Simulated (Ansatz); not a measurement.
# How fast states decay through LiTaBr6, part 2 of 2

Aim: relax a made-up compound, LiTaBr6, and see how good a tunnel barrier it would be. It is built by putting Br for F in the LiTaF6 structure of space group R-3, with the volume rescaled by atomic radii. The parent structure comes from the Materials Project.

Ansatz 0.2.0; PBE DFT, plane waves, PAW files (the session's first sound run).

So far, decay constant at the filling level, zone centre (Å⁻¹): step 4 (complex bands, PBE) 0.217; step 6 (LDA) 0.207.

The structure was built from a prototype and need not be the compound's stable phase.

## Step 7: A check of the settings

This step: PBE DFT, plane waves, PAW files; complex bands by layer matching along the plane's normal; changed: crystal.symmetry = {"detect": false}, scf.lower_state_search = "light" (Ansatz 0.2.0).

This run repeats an earlier one, its twin (the complex run, plane (001)), with two settings changed (crystal.symmetry.detect, scf.lower_state_search; files written aside). It is meant to test whether the numerical route changes the result or only the time and how the run responds. Where the input is shown as a difference, that is against the step before, not the twin.

The input, input.yaml:

```yaml
crystal:
  lattice:
    - [6.816949561, 0.0, 0.0]
    - [3.408474781, 5.903651496, 0.0]
    - [3.408474781, -1.967883832, 6.077619247]
  atoms:
    - { symbol: Li, position: [0.0, 0.5, 0.5] }
    - { symbol: Ta, position: [0.0, 0.0, 0.0] }
    - { symbol: Br, position: [0.8514524042, 0.769886106, 0.2392942126] }
    - { symbol: Br, position: [0.1393672772, 0.0907466168, 0.2392942126] }
    - { symbol: Br, position: [0.5305918934, 0.3786614898, 0.2392942126] }
    - { symbol: Br, position: [0.1485475958, 0.230113894, 0.7607057874] }
    - { symbol: Br, position: [0.8606327228, 0.9092533832, 0.7607057874] }
    - { symbol: Br, position: [0.4694081066, 0.6213385102, 0.7607057874] }
  symmetry: { detect: false }
kpoints:
  mp_grid: { grid: [6, 6, 6] }
scf:
  occupations: { method: fixed }
  lower_state_search: light
hamiltonian:
  xc: pbe
output:
  eigenvalues: true
  transmission:
    leads: [[0, 0]]
    kpoints: [[0.0, 0.0], [-0.5, -0.5]]
    e_range: [-1.0, 2.92]
    de: 0.08
```

On the command line:

```console
> ansatz run input.yaml --threads 2 --pin off --max-ram 4096MiB --backend cpu --events-out ev --progress --plain --runs-dir out
```

Run time: 3.6 min. Hardware: 2 threads of Arm Neoverse V1, shared host; peak memory 1.4 GiB; 6.4 min of CPU time.

This step gave:

- free energy: -26844.4109 eV
- Fermi energy: 2.139 eV
- gap on the k-mesh: 1.920 eV
- level to which the leads are filled: 0.9600 eV from the Fermi level
- decay constant at the filling level, zone centre: 0.2167 Å⁻¹
- decay constant at the filling level, slowest listed point: 0.2167 Å⁻¹

K parallel (0, 0); values up to 1.5 1/Å, a degenerate pair printed once or twice; energies at which all values exceed this have no row. Im kz of the slowest decaying states against energy, zero at the highest filled level on the SCF mesh:

```csv
energy (eV),decay 1 (Å⁻¹),decay 2 (Å⁻¹),decay 3 (Å⁻¹),decay 4 (Å⁻¹)
-1.0000,0.152,0.163,0.272,0.657
-0.7600,0.0509,0.213,0.252,0.567
-0.5200,0.218,0.342,0.433,1.32
-0.2800,0.0982,0.113,0.113,0.414
-0.0400,0.161,0.293,0.460,1.28
0.2800,0.140,0.322,0.404,0.503
0.5200,0.180,0.385,0.424,0.526
0.7600,0.206,0.428,0.429,0.544
1.0000,0.221,0.426,0.460,0.557
1.2400,0.227,0.417,0.417,0.482
1.4800,0.221,0.401,0.495,0.575
1.7200,0.197,0.372,0.500,0.579
1.9600,0.0996,0.314,0.497,0.580
2.2800,0.289,0.465,0.547,0.608
2.5200,0.438,0.468,0.475,0.624
2.7600,0.456,0.505,0.563,0.604
```

K parallel (-0.5, -0.5); values up to 1.5 1/Å, a degenerate pair printed once or twice; energies at which all values exceed this have no row. The Im kz of the slowest decaying states by energy, zero at the highest filled level on the SCF mesh:

| energy (eV) | decay 1 (Å⁻¹) | decay 2 (Å⁻¹) | decay 3 (Å⁻¹) | decay 4 (Å⁻¹) |
| --- | --- | --- | --- | --- |
| -1.00 | 0.274 | 0.298 | 0.313 | 0.318 |
| -0.84 | 0.0732 | 0.281 | 0.302 | 0.333 |
| -0.68 | 0.0336 | 0.130 | 0.246 | 0.250 |
| -0.52 | 0.125 | 0.180 | 0.190 | 0.373 |
| -0.36 | 0.0148 | 0.115 | 0.134 | 0.141 |
| -0.20 | 0.0994 | 0.118 | 0.151 | 0.373 |
| -0.04 | 0.135 | 0.192 | 0.241 | 0.263 |
| 0.12 | 0.178 | 0.237 | 0.291 | 0.303 |
| 0.28 | 0.206 | 0.255 | 0.338 | 0.350 |
| 0.44 | 0.226 | 0.270 | 0.370 | 0.390 |
| 0.60 | 0.241 | 0.282 | 0.395 | 0.418 |
| 0.76 | 0.250 | 0.290 | 0.402 | 0.414 |
| 0.92 | 0.256 | 0.294 | 0.391 | 0.429 |
| 1.00 | 0.258 | 0.295 | 0.386 | 0.435 |
| 1.16 | 0.258 | 0.294 | 0.376 | 0.445 |
| 1.32 | 0.254 | 0.288 | 0.361 | 0.453 |
| 1.48 | 0.245 | 0.278 | 0.340 | 0.457 |
| 1.64 | 0.229 | 0.260 | 0.307 | 0.458 |
| 1.80 | 0.198 | 0.232 | 0.244 | 0.455 |
| 1.96 | 0.170 | 0.178 | 0.444 | 0.532 |
| 2.12 | 0.0708 | 0.120 | 0.266 | 0.422 |
| 2.28 | 0.427 | 0.438 | 0.528 | 0.567 |
| 2.44 | 0.444 | 0.506 | 0.520 | 0.562 |
| 2.60 | 0.160 | 0.283 | 0.459 | 0.502 |
| 2.76 | 0.306 | 0.437 | 0.471 | 0.515 |
| 2.92 | 0.413 | 0.436 | 0.475 | 0.535 |

The energy agrees with the twin's within 2e-6 eV and the result to the printed digits, after as many cycles: the change makes no difference here.

## Step 8: A check of the settings: scf.mixing.preconditioner = "none"

This step: PBE DFT, plane waves, PAW files; complex bands by layer matching along the plane's normal; changed: scf.mixing.preconditioner = "none" (Ansatz 0.2.0).

This run repeats an earlier one, its twin (the complex run, plane (001)), with one setting changed (scf.mixing.preconditioner; files written aside). It is meant to test whether the numerical route changes the result or only the time. Where the input is shown as a difference, that is against the step before, not the twin.

input.yaml: that of step 7 with these lines changed.

```diff
@@ -14,3 +14,2 @@
     - { symbol: Br, position: [0.4694081066, 0.6213385102, 0.7607057874] }
-  symmetry: { detect: false }
 kpoints:
@@ -19,3 +18,3 @@
   occupations: { method: fixed }
-  lower_state_search: light
+  mixing: { preconditioner: none }
 hamiltonian:
```

The job ended after 3 min (2 threads; peak memory 1.4 GiB; 5.1 min of CPU time).

K parallel (0, 0); values up to 1.5 1/Å, a degenerate pair printed once or twice; energies at which all values exceed this have no row. Table of Im kz of the slowest decaying states by energy, zero at the highest filled level on the SCF mesh:

| energy (eV) | decay 1 (Å⁻¹) | decay 2 (Å⁻¹) | decay 3 (Å⁻¹) | decay 4 (Å⁻¹) |
| --- | --- | --- | --- | --- |
| -1.00 | 0.152 | 0.163 | 0.272 | 0.657 |
| -0.84 | 0.197 | 0.281 | 0.600 | 1.34 |
| -0.60 | 0.222 | 0.305 | 0.486 | 1.32 |
| -0.44 | 0.0662 | 0.209 | 0.365 | 0.370 |
| -0.20 | 0.0422 | 0.431 | 1.29 | 1.36 |
| -0.04 | 0.161 | 0.161 | 0.293 | 0.460 |
| 0.20 | 0.120 | 0.295 | 0.390 | 0.494 |
| 0.36 | 0.156 | 0.346 | 0.413 | 0.511 |
| 0.60 | 0.190 | 0.401 | 0.427 | 0.533 |
| 0.76 | 0.206 | 0.428 | 0.429 | 0.544 |
| 0.92 | 0.217 | 0.427 | 0.451 | 0.553 |
| 1.16 | 0.226 | 0.420 | 0.475 | 0.565 |
| 1.32 | 0.226 | 0.412 | 0.487 | 0.570 |
| 1.56 | 0.216 | 0.393 | 0.497 | 0.576 |
| 1.72 | 0.197 | 0.372 | 0.500 | 0.579 |
| 1.96 | 0.0996 | 0.314 | 0.497 | 0.580 |
| 2.12 | 0.217 | 0.487 | 0.578 | 0.775 |
| 2.36 | 0.286 | 0.429 | 0.446 | 0.632 |
| 2.52 | 0.438 | 0.468 | 0.475 | 0.624 |
| 2.76 | 0.456 | 0.505 | 0.563 | 0.604 |
| 2.92 | 0.466 | 0.515 | 0.596 | 0.598 |

K parallel (-0.5, -0.5); values up to 1.5 1/Å, a degenerate pair printed once or twice; energies at which all values exceed this have no row. The Im kz of the slowest decaying states by energy, zero at the highest filled level on the SCF mesh:

```csv
energy (eV),decay 1 (Å⁻¹),decay 2 (Å⁻¹),decay 3 (Å⁻¹),decay 4 (Å⁻¹)
-1.00,0.274,0.298,0.313,0.318
-0.84,0.0732,0.281,0.302,0.333
-0.68,0.0336,0.130,0.246,0.250
-0.52,0.125,0.180,0.190,0.373
-0.36,0.0148,0.115,0.134,0.141
-0.20,0.0994,0.118,0.151,0.373
-0.04,0.135,0.192,0.241,0.263
0.12,0.178,0.237,0.291,0.303
0.28,0.206,0.255,0.338,0.350
0.44,0.226,0.270,0.370,0.390
0.60,0.241,0.282,0.395,0.418
0.76,0.250,0.290,0.402,0.414
0.92,0.256,0.294,0.391,0.429
1.00,0.258,0.295,0.386,0.435
1.16,0.258,0.294,0.376,0.445
1.32,0.254,0.288,0.361,0.453
1.48,0.245,0.278,0.340,0.457
1.64,0.229,0.260,0.307,0.458
1.80,0.198,0.232,0.244,0.455
1.96,0.170,0.178,0.444,0.532
2.12,0.0708,0.120,0.266,0.422
2.28,0.427,0.438,0.528,0.567
2.44,0.444,0.506,0.520,0.562
2.60,0.160,0.283,0.459,0.502
2.76,0.306,0.437,0.471,0.515
2.92,0.413,0.436,0.475,0.535
```

The energy agrees with the twin's within 2e-6 eV and the result to the printed digits, after as many cycles: the change makes no difference here.

## Step 9: What came out

| Property | Result |
| --- | --- |
| band gap | 1.92 eV |
| least decay constant at mid-gap, normal to (001) | 0.217 Å⁻¹ |
| least decay constant, LDA | 0.207 Å⁻¹ |

With PBE, the slowest decay at the wavevectors tried is κ = 0.217 Å⁻¹, normal to (001). Through such a film the transmission near mid-gap falls as exp(−2κd), a factor of ten every 5.3 Å. A free electron under a barrier of half the gap would need a mass of 0.19 mₑ to decay at this rate. With LDA the gap goes from 1.92 to 1.80 eV and the decay constant, over the first 2 listed wavevectors, from 0.217 to 0.207 Å⁻¹. The compound is made up by substitution; its stability against other phases and against distortions of the cell's symmetry was not tested. A semilocal functional narrows gaps, so real decay constants are likely larger.

[Logs are printed without paths, hosts, clocks, repeated set-up lines and the standing remarks that a program may print on its own settings, such as how far it seeks lower states.]

[Hosts, paths, dates, database ids (printed as entryN), source tags and the programs' standing remarks are cut or masked in the printed files.]
